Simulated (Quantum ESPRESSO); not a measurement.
# Gap and tunnelling decay at a withheld lattice constant: KZnCl3, cubic perovskite type

**Set-up.** Quantum ESPRESSO 7.5 (pw.x, pwcond.x with ikind = 0), PBE, GBRV ultrasoft, cubic crystals. κ is the slowest decay along [001] at mid-gap among three points across the current.

| a (Å) | gap on the mesh (eV) | κ (1/Å) |
| --- | --- | --- |
| 4.789 | 1.750 | 0.204 |
| 4.941 | 1.527 | 0.181 |
| 5.094 | 1.215 | 0.155 |
| 5.247 | 0.923 | 0.131 |

One more run was made and is withheld. What are gap and κ at a = 5.400 Å?

By hand: A line through the rows at 5.094 and 5.247 Å gives a gap of 1.215 + 2.000 × (0.923 − 1.215) = 0.63 eV and κ = 0.107 1/Å. The two-band model κ = 0.5123 √(m* E_g/4) needs m* = 0.301 at 5.094 Å; with that mass and the new gap, κ = 0.112 1/Å.

What the calculation gave: The gap is 0.656 eV and κ = 0.105 1/Å. The line misses the gap by −0.025 eV and κ by +1.9 %; the two-band estimate misses κ by +6.4 %.

**Limits.** The structure type is imposed. Local and semilocal gaps and decay constants are too small; no spin-orbit coupling. For an indirect gap m* is a fitting number alone.
